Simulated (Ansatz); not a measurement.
# LiY (built on the sites of a database entry of LiIn): following an unstable mode, part 2 of 2

Wanted: the energy along a soft mode of LiY (built on the sites of a database entry of LiIn) and the structure at the end.

Ansatz 0.2.0; DFT PBEsol, scalar-relativistic, plane waves, PAW.

So far, highest frequency on the path or at a solved wavevector (cm⁻¹): step 2 (phonons on a q mesh) 302. Also lowest frequency on the path (cm⁻¹): step 2 -60.6.

The structure was built from a prototype and need not be the compound's stable phase.

### 4. The mode frozen in, largest atomic shift 0.45 Å

The atoms are moved along the unstable eigenvector, the largest shift by 0.45 Å, with the cell fixed.

Contents of input.yaml:

```yaml
crystal:
  lattice:
    - [0.0, 0.0, -7.3876798796]
    - [7.3876798796, 0.0, 0.0]
    - [3.6938399398, -7.3876798796, -3.6938399398]
  atoms:
    - { symbol: Li, position: [0.5158954612, 0.0158954612, 0.0] }
    - { symbol: Li, position: [-0.0158954612, 0.4841045388, 0.0] }
    - { symbol: Li, position: [0.2658954612, 0.2341045388, 0.5] }
    - { symbol: Li, position: [0.7341045388, 0.7658954612, 0.5] }
    - { symbol: Li, position: [0.3908954612, 0.3908954612, 0.75] }
    - { symbol: Li, position: [0.8591045388, 0.8591045388, 0.75] }
    - { symbol: Li, position: [0.1091045388, 0.6408954612, 0.25] }
    - { symbol: Li, position: [0.6408954612, 0.1091045388, 0.25] }
    - { symbol: "Y", position: [0.4986870397, 0.4507184395, 0.0505945208] }
    - { symbol: "Y", position: [0.0013129603, 0.0492815605, -0.0505945208] }
    - { symbol: "Y", position: [0.2739843001, 0.7739843001, 0.5] }
    - { symbol: "Y", position: [0.7260156999, 0.2260156999, 0.5] }
    - { symbol: "Y", position: [0.6489843001, 0.6489843001, 0.25] }
    - { symbol: "Y", position: [0.1010156999, 0.1010156999, 0.25] }
    - { symbol: "Y", position: [0.3736870397, 0.8257184395, 0.8005945208] }
    - { symbol: "Y", position: [0.8763129603, 0.4242815605, 0.6994054792] }
kpoints:
  mp_grid: { grid: [6, 6, 6] }
hamiltonian:
  xc: pbesol
scf:
  occupations: { method: methfessel_paxton, width: 0.2 }
output:
  forces: true
  stress: true
  eigenvalues: true
```

Command:

```sh
$ ansatz run input.yaml --threads 4 --pin off --max-ram 14336MiB --backend cpu --events-out ev --progress --plain --runs-dir out
```

Numbers of over 12 decimals in the logs are rounded to 6 here.

Output:

```text
[...]
Crystal: 16 atoms, lattice volume = 403.203 Å³
Basis set: ecut = 420 eV, 7881 PW (Γ), exchange–correlation on 100×100×128 points (8 copies of the dense FFT grid, shifted against one another)
Bands: 72, of which v1, the nominal top of the filled ones, is band 56 counted from 1 (55 counted from 0)
Symmetry: 4 space group operations
[...]
k-points: 68 of 216
[...]
k-point 0: bands = [... 52 lower, 5.8135, 6.2887, 6.3018, 6.4672, 6.4849, 6.5000, 6.6730, 6.7028, ... 12 higher]
  k-point 1: bands = [... 52 lower, 6.0691, 6.1235, 6.3094, 6.4589, 6.5146, 6.6249, 6.6515, 6.6959, ... 12 higher]
  k-point 2: bands = [... 52 lower, 6.0332, 6.3621, 6.4145, 6.5360, 6.5877, 6.6491, 6.7090, 6.7260, ... 12 higher]
  k-point 67: bands = [... 52 lower, 5.8241, 5.8914, 5.9007, 5.9763, 6.5075, 6.5971, 6.7082, 6.8187, ... 12 higher]
[key lines of the parts left out:]
SCF converged after 8 iterations
Free energy (F): -31979.855437 eV
Fermi energy:    6.388055 eV
P = ⅓ Tr σ = -0.1043 GPa (-1.043 kbar)
```

Run time: 35 s. Hardware: 4 threads of Arm Neoverse V1, shared host; peak memory 1.9 GiB.

Numbers from this step:

* pressure: -0.1043 GPa
* energy from the undistorted cell: -15.59 meV/atom

The energy, extrapolated to zero smearing, is -15.59 meV/atom against the undistorted cell.

The run ends at a pressure of -0.10 GPa, with forces up to 0.24 eV/Å.

### 5. Energy along the mode, all amplitudes (two of the runs are shown above)

An imaginary frequency means negative curvature, so the energy should fall and then rise again as anharmonic terms take over.

Numbers from this step:

```
depth at the lowest point sampled  : 15.59 meV/atom
largest atomic shift at that point : 0.45 Å
```

Table of energy from the parent by largest atomic shift:

```csv
largest atomic shift (Å),energy from the parent (meV/atom)
0.000,0
0.040,-0.221
0.080,-0.871
0.140,-2.57
0.220,-5.83
0.320,-10.6
0.450,-15.6
0.600,-15.3
```

Displacement at unit largest shift by atom:

```csv
atom,x (Å),y (Å),z (Å),size
Li1,0.26,0.00,-0.26,0.37
Li2,-0.26,0.00,0.26,0.37
Li3,-0.26,0.00,-0.26,0.37
Li4,0.26,0.00,0.26,0.37
Li5,0.26,0.00,-0.26,0.37
Li6,-0.26,0.00,0.26,0.37
Li7,0.26,0.00,0.26,0.37
Li8,-0.26,0.00,-0.26,0.37
Y9,-0.39,-0.83,-0.39,1.00
Y10,0.39,0.83,0.39,1.00
Y11,0.39,0.00,-0.39,0.56
Y12,-0.39,0.00,0.39,0.56
Y13,0.39,0.00,-0.39,0.56
Y14,-0.39,0.00,0.39,0.56
Y15,-0.39,-0.83,-0.39,1.00
Y16,0.39,0.83,0.39,1.00
```

The lowest of the steps tried is at 0.45 Å, 15.6 meV/atom below the parent; the bottom of the well need not coincide with a step.

### 6. Relaxation from the frozen mode

Starting from the lowest point found, all atoms and the cell are let go, so that strain and other modes of the same symmetry can join in.

Changes to input.yaml since step 4:

```diff
@@ -32 +32,6 @@
   eigenvalues: true
+relax:
+  adjacent_minimum: "off"
+  f_tol: 0.002
+  max_steps: 120
+  cell: { stress_tol: 0.03 }
```

Output:

```text
[...]
Crystal: 16 atoms, lattice volume = 403.203 Å³
Basis set: ecut = 420 eV, 7881 PW (Γ), exchange–correlation on 100×100×128 points (8 copies of the dense FFT grid, shifted against one another)
Bands: 72, of which v1, the nominal top of the filled ones, is band 56 counted from 1 (55 counted from 0)
Symmetry: 4 space group operations
[...]
k-points: 68 of 216
[...]
SCF iter   1: F=—  HF=-31979.857157 eV  |F-HF|=—  |Δ(HF+E_count)|=         —  Δρ=2.77e-3  dr2=4.89e-2  ethr=1.77e-3  ⟨swp⟩=7.6  Hψ=20921  notcnv=0
[...]
SCF iter   8: F=-31979.855437 eV  HF=-31979.855437 eV  |F-HF|=2.23e-9  |Δ(HF+E_count)|=   2.55e-8  S|Δr|=    0.00e0  Δρ=1.19e-6  dr2=8.90e-9  ethr=8.93e-11  ⟨swp⟩=8.6  Hψ=16269  notcnv=0
SCF 1 converged in 8 iterations: F = -31979.855437 eV  dr2 = 8.90e-9
[...]
relax step   1: F+E_penalty+E_count = -31979.85543748 eV  Δ(F+E_penalty+E_count) = +0.000e0 eV  max|allowed force component| = 2.310e-1 eV/Å  Δτ_max = 0.0000 Å  P = -0.104 GPa  Ω = 403.203 Å³  (8 SCF iters, dr2 threshold 1.00e-7 eV, accepted)
Crystal: 16 atoms, lattice volume = 399.834 Å³
Basis set: ecut = 420 eV, 7807 PW (Γ), exchange–correlation on 100×100×128 points (8 copies of the dense FFT grid, shifted against one another)
[...]
SCF iter   7: F=-31980.021171 eV  HF=-31980.021171 eV  |F-HF|=2.28e-7  |Δ(HF+E_count)|=   1.13e-6  S|Δr|=    0.00e0  Δρ=6.17e-6  dr2=3.88e-7  ethr=1.43e-9  ⟨swp⟩=8.2  Hψ=19744  notcnv=0
SCF 2 converged in 7 iterations: F = -31980.021171 eV  dr2 = 3.88e-7
relax step   2: F+E_penalty+E_count = -31980.02117093 eV  Δ(F+E_penalty+E_count) = -1.657e-1 eV  max|allowed force component| = 1.768e-1 eV/Å  Δτ_max = 0.1835 Å  P = +0.007 GPa  Ω = 399.834 Å³  energy of the carried Pulay correction = +6.719e-5 eV  (7 SCF iters, dr2 threshold 1.60e-6 eV, accepted)
Crystal: 16 atoms, lattice volume = 397.876 Å³
Basis set: ecut = 420 eV, 7785 PW (Γ), exchange–correlation on 100×100×128 points (8 copies of the dense FFT grid, shifted against one another)
[...]
SCF iter   7: F=-31980.156235 eV  HF=-31980.156235 eV  |F-HF|=5.81e-8  |Δ(HF+E_count)|=   6.00e-7  S|Δr|=    0.00e0  Δρ=4.73e-6  dr2=1.56e-7  ethr=1.43e-9  ⟨swp⟩=7.9  Hψ=19265  notcnv=0
SCF 3 converged in 7 iterations: F = -31980.156235 eV  dr2 = 1.56e-7
relax step   3: F+E_penalty+E_count = -31980.15623532 eV  Δ(F+E_penalty+E_count) = -1.351e-1 eV  max|allowed force component| = 1.239e-1 eV/Å  Δτ_max = 0.1965 Å  P = +0.195 GPa  Ω = 397.876 Å³  energy of the carried Pulay correction = +1.067e-4 eV  (7 SCF iters, dr2 threshold 1.60e-6 eV, accepted)
[... from here on, the SCF cycles and remarks between the steps are left out ...]
relax step   4: F+E_penalty+E_count = -31980.29817934 eV  Δ(F+E_penalty+E_count) = -1.419e-1 eV  max|allowed force component| = 8.389e-2 eV/Å  Δτ_max = 0.1936 Å  P = +0.376 GPa  Ω = 399.279 Å³  energy of the carried Pulay correction = +7.836e-5 eV  (7 SCF iters, dr2 threshold 9.60e-7 eV, accepted)
relax step   5: F+E_penalty+E_count = -31980.31348609 eV  Δ(F+E_penalty+E_count) = -1.531e-2 eV  max|allowed force component| = 1.780e-1 eV/Å  Δτ_max = 0.1951 Å  P = +0.306 GPa  Ω = 405.208 Å³  energy of the carried Pulay correction = -3.954e-5 eV  (7 SCF iters, dr2 threshold 1.60e-6 eV, accepted)
relax step   6: F+E_penalty+E_count = -31980.38242647 eV  Δ(F+E_penalty+E_count) = -6.894e-2 eV  max|allowed force component| = 7.398e-2 eV/Å  Δτ_max = 0.1198 Å  P = -0.017 GPa  Ω = 406.106 Å³  energy of the carried Pulay correction = -5.714e-5 eV  (7 SCF iters, dr2 threshold 1.60e-6 eV, accepted)
relax step   7: F+E_penalty+E_count = -31980.39947443 eV  Δ(F+E_penalty+E_count) = -1.705e-2 eV  max|allowed force component| = 1.981e-2 eV/Å  Δτ_max = 0.0545 Å  P = -0.005 GPa  Ω = 407.193 Å³  energy of the carried Pulay correction = -7.836e-5 eV  (7 SCF iters, dr2 threshold 3.42e-7 eV, accepted)
relax step   8: F+E_penalty+E_count = -31980.40049562 eV  Δ(F+E_penalty+E_count) = -1.021e-3 eV  max|allowed force component| = 1.714e-2 eV/Å  Δτ_max = 0.0180 Å  P = +0.034 GPa  Ω = 406.380 Å³  energy of the carried Pulay correction = -6.249e-5 eV  (7 SCF iters, dr2 threshold 2.45e-8 eV, accepted)
relax step   9: F+E_penalty+E_count = -31980.40103049 eV  Δ(F+E_penalty+E_count) = -5.349e-4 eV  max|allowed force component| = 4.258e-3 eV/Å  Δτ_max = 0.0084 Å  P = +0.001 GPa  Ω = 407.087 Å³  energy of the carried Pulay correction = -7.631e-5 eV  (7 SCF iters, dr2 threshold 1.84e-8 eV, accepted)
relax step  10: F+E_penalty+E_count = -31980.40105243 eV  Δ(F+E_penalty+E_count) = -2.193e-5 eV  max|allowed force component| = 9.568e-4 eV/Å  Δτ_max = 0.0017 Å  P = +0.002 GPa  Ω = 407.094 Å³  energy of the carried Pulay correction = -7.643e-5 eV  (7 SCF iters, dr2 threshold 1.13e-9 eV, accepted)
[...]
SCF iter   7: F=-31980.400994 eV  HF=-31980.400994 eV  |F-HF|=7.28e-12  |Δ(HF+E_count)|=  1.46e-11  S|Δr|=    0.00e0  Δρ=3.13e-8  dr2=1.19e-11  ethr=1.00e-12  ⟨swp⟩=4.0  Hψ=12978  notcnv=0
SCF 11 converged in 7 iterations: F = -31980.400994 eV  dr2 = 1.19e-11
relax step  11: F+E_penalty+E_count = -31980.40099384 eV  Δ(F+E_penalty+E_count) = +5.859e-5 eV  max|allowed force component| = 9.409e-4 eV/Å  Δτ_max = 0.0000 Å  P = +0.003 GPa  Ω = 407.094 Å³  stress off target by 4.77e-3 GPa  SCF on the basis re-selected at this cell (its energy is not comparable with the rows above)  (7 SCF iters)
basis re-selected at this cell: Δ(F+E_penalty+E_count) = +5.859e-5 eV, ΔP = +0.001 GPa vs the last step (what re-selecting the basis moved, of the pressure what is left beyond the Pulay correction that the steps carried, after the strain that the cell walked since its last selection, with what the two solves' SCF thresholds leave and, on support functions, any second-order correction that the steps lacked; it is no m [...]
SCF converged after 7 iterations
[...]
Free energy (F): -31980.400994 eV
[...]
Internal energy: -31980.394603 eV  (E = F + TS)
E sigma→0 (E₀):  -31980.399396 eV
Entropy (-TS):   -0.006391 eV (-0.399 meV/atom)
Fermi energy:    6.397874 eV
[...]
--- Forces (eV/Å), atoms counted from 1 ---
  atom   1  Li    -0.00003352    -0.00013323    -0.00016204
  atom   2  Li    -0.00016204    -0.00013323    -0.00003352
  atom   3  Li     0.00012634    -0.00049747     0.00012634
  atom   4  Li    -0.00022756    -0.00019089    -0.00022756
  atom   5  Li     0.00016204     0.00013323     0.00003352
  atom   6  Li     0.00003352     0.00013323     0.00016204
  atom   7  Li    -0.00012634     0.00049747    -0.00012634
  atom   8  Li     0.00022756     0.00019089     0.00022756
  atom   9  Y      0.00001499     0.00094090     0.00001499
  atom  10  Y     -0.00040352     0.00033586    -0.00040352
  atom  11  Y     -0.00000438    -0.00016999    -0.00065361
  atom  12  Y     -0.00065361    -0.00016999    -0.00000438
  atom  13  Y      0.00065361     0.00016999     0.00000438
  atom  14  Y      0.00000438     0.00016999     0.00065361
  atom  15  Y      0.00040352    -0.00033586     0.00040352
  atom  16  Y     -0.00001499    -0.00094090    -0.00001499
  max |Σ_I F_I| component: 1.08e-19 eV/Å
--- Stress (GPa, compression-positive) ---
        0.003336      -0.000169      -0.001437
       -0.000169       0.001585      -0.000169
       -0.001437      -0.000169       0.003336
  P = ⅓ Tr σ = 0.0028 GPa (0.028 kbar)
--- Band table (eV; the first three rows and the last of 68) ---
  k-point 0: bands = [... 52 lower, 5.8101, 6.1825, 6.2952, 6.3215, 6.3806, 6.6918, 6.7572, 6.8100, ... 12 higher]
  k-point 1: bands = [... 52 lower, 5.8719, 6.1860, 6.2682, 6.3087, 6.4077, 6.6192, 6.6769, 6.7490, ... 12 higher]
  k-point 2: bands = [... 52 lower, 5.9734, 6.0881, 6.1784, 6.3773, 6.3897, 6.4255, 6.6359, 6.7682, ... 12 higher]
  k-point 67: bands = [... 52 lower, 5.9792, 6.0372, 6.1978, 6.4113, 6.5045, 6.6645, 6.6876, 6.8407, ... 12 higher]
--- Relaxed structure (10 steps of the walk, 10 accepted, 1 SCFs on fresh bases) ---
  F+E_penalty+E_count = -31980.40099384 eV   max|allowed force component| = 9.409e-4 eV/Å   (the final SCF, on the basis selected at the relaxed cell)
  cell:  # Å, volume = 407.0938 Å³
    - [-0.313688, -0.288998, -7.287775]
    - [7.287775, 0.288998, 0.313688]
    - [3.198045, -7.701068, -3.776042]
  atoms:
    - { symbol: Li, position: [0.552936, 0.019995, 0.000209049] }
    - { symbol: Li, position: [-0.020204, 0.446855, 0.000209049] }
    - { symbol: Li, position: [0.259568, 0.284149, 0.456283] }
    - { symbol: Li, position: [0.706159, 0.749865, 0.543976] }
    - { symbol: Li, position: [0.395204, 0.428145, 0.749791] }
    - { symbol: Li, position: [0.822064, 0.855005, 0.749791] }
    - { symbol: Li, position: [0.115432, 0.590851, 0.293717] }
    - { symbol: Li, position: [0.668841, 0.125135, 0.206024] }
    - { symbol: Y, position: [0.499821, 0.445555, 0.054624] }
    - { symbol: Y, position: [0.054704, 0.087517, -0.142221] }
    - { symbol: Y, position: [0.283613, 0.824137, 0.524230] }
    - { symbol: Y, position: [0.651633, 0.192157, 0.524230] }
    - { symbol: Y, position: [0.723367, 0.682843, 0.225770] }
    - { symbol: Y, position: [0.091387, 0.050863, 0.225770] }
    - { symbol: Y, position: [0.320296, 0.787483, 0.892221] }
    - { symbol: Y, position: [0.875179, 0.429445, 0.695376] }
```

Wall time 7.4 min (4 threads); peak memory 2 GiB.

Step by step:

```csv
step,energy less that of the first step (eV),largest force component (eV/Å),pressure (GPa),volume (Å³)
1,0.0000,0.2310,-0.10,403.20
2,-0.1657,0.1768,0.01,399.83
3,-0.3008,0.1239,0.20,397.88
4,-0.4427,0.0839,0.38,399.28
5,-0.4580,0.1780,0.31,405.21
6,-0.5270,0.0740,-0.02,406.11
7,-0.5440,0.0198,-0.01,407.19
8,-0.5451,0.0171,0.03,406.38
9,-0.5456,0.0043,0.00,407.09
10,-0.5456,0.0010,0.00,407.09
11*,-0.5456,0.0009,0.00,407.09
```

Relaxation steps marked * repeat the geometry before them on a plane-wave basis chosen anew for their cell, so energy and pressure can jump there.

The run keeps the 4 symmetry operations that it works with, so distortions that break them were not tested.

```csv
cell as run,before,after,change
a (Å),7.388,7.300,-1.2 %
b (Å),7.388,7.300,-1.2 %
c (Å),9.048,9.154,+1.2 %
α (°),65.91,72.68,+10.3 %
β (°),65.91,64.53,-2.1 %
γ (°),90.00,95.01,+5.6 %
volume (Å³/atom),25.20,25.44,+1.0 %
```

The atoms that moved most (Å, as changes of fractional coordinates times the final cell):

```csv
atom,dx,dy,dz,length
Y10,-0.031,0.701,-0.031,0.703
Y15,0.031,-0.701,0.031,0.703
Y13,0.146,0.175,-0.440,0.495
Y14,-0.440,0.175,0.146,0.495
Y12,-0.146,-0.175,0.440,0.495
Y11,0.440,-0.175,-0.146,0.495
Li3,0.227,0.353,0.227,0.477
Li7,-0.227,-0.353,-0.227,0.477
```

The relaxed structure:

```xyz
16
Lattice="-0.3137 -0.2890 -7.2878 7.2878 0.2890 0.3137 3.1980 -7.7011 -3.7760" Properties=species:S:1:pos:R:3 pbc="T T T"
Li   -0.0271   -0.1556   -4.0242
Li    3.2636    0.1334    0.2866
Li    3.4486   -3.5068   -3.5255
Li    6.9830   -4.1766   -6.9652
Li    5.3941   -5.7647   -5.5771
Li    8.3711   -5.7647   -8.5541
Li    5.2091   -2.1245   -1.7650
Li    1.3610   -1.7437   -5.6131
Y     3.2650   -0.4363   -3.7091
Y     0.1658    1.1047    0.1658
Y     7.5937   -3.8809   -3.7879
Y     2.8725   -4.1699   -6.6682
Y     5.4715   -1.7504   -5.9101
Y     1.0640   -1.7504   -1.5026
Y     8.4919   -6.7360   -5.4563
Y     5.0790   -5.4840   -8.8692
```

Numbers from this step:

- pressure: 0.002753 GPa
- volume per atom: 25.44 Å³

The distorted start has space group C2/m; the relaxation ends in C2/m.

### 7. The phases reached

The phases reached along the modes that were followed are set side by side.

Energies are those of the first relaxation, on the mesh of the frozen mode; space group, volume and gap are those of the last relaxation. Phases, by row:

```csv
mode frozen in,space group,energy from parent (meV/atom),volume (Å³/atom),gap on mesh (eV),lowest zone-centre optical mode (cm⁻¹),largest shift (Å)
parent,Fd-3m,0,25.2,0,–,–
"q = (0, -0.5, -0.5), 61i cm⁻¹",P4_12_12,-49.35,25.02,0,-38,0.542
"q = (0, -0.5, -0.5), 61i cm⁻¹",Pnma,-94.45,25.01,0,-50.3,0.941
"q = (0, -0.5, -0.5), 61i cm⁻¹",P4_32_12,-49.35,25.02,0,-38,0.542
"q = (0.25, -0.5, -0.25), 50i cm⁻¹",I-42d,-22.58,24.94,0,–,0.487
"q = (0.25, -0.5, -0.25), 50i cm⁻¹",I-42m,-29.74,24.98,0,–,0.856
"q = (0.25, -0.5, -0.25), 50i cm⁻¹",C2/m,-49.61,25.44,0,–,1.129
```

### 8. Outcome

* unstable mode of the parent: q = (0.25, -0.5, -0.25), 50i cm⁻¹
* depth at the lowest point sampled: 15.6 meV/atom
* largest atomic shift at that point: 0.45 Å
* space group reached (within 0.01 Å): C2/m
* energy gained over the parent (first relaxation, on the mesh of the frozen mode): 49.6 meV/atom
* volume per atom, phase reached: 25.4 Å³

What this shows: Along this mode the structure falls into C2/m, 49.6 meV/atom below the parent. At the parent's cell the well is 15.59 meV/atom deep on the steps tried, with its lowest point at a shift of 0.45 Å. Relaxing atoms and cell changes the gain by +34.02 meV/atom against the lowest step (energies at zero smearing). Most of the total comes from this relaxation. The modes of the phase reached were not computed on this path. Of the 6 patterns followed to their end from this parent, this one ends 44.8 meV/atom above the lowest, Pnma. Another end point lies within 1 meV/atom; how such a difference moves with mesh and cutoff was not tested. Each path keeps the symmetry of its pattern, so a lower phase may lie along a pattern not tried. With no gap, or one that is small against the smearing, the frequencies hang on the k mesh and the smearing, most of all near Kohn anomalies. The starting cell was built on a prototype and not taken from a measurement, so the phase need not exist.

[Logs are printed without paths, hosts, clocks, repeated set-up lines and the standing remarks that a program may print on its own settings, such as how far it seeks lower states.]

[Hosts, paths, dates, database ids (printed as entryN), source tags and the programs' standing remarks are cut or masked in the printed files.]
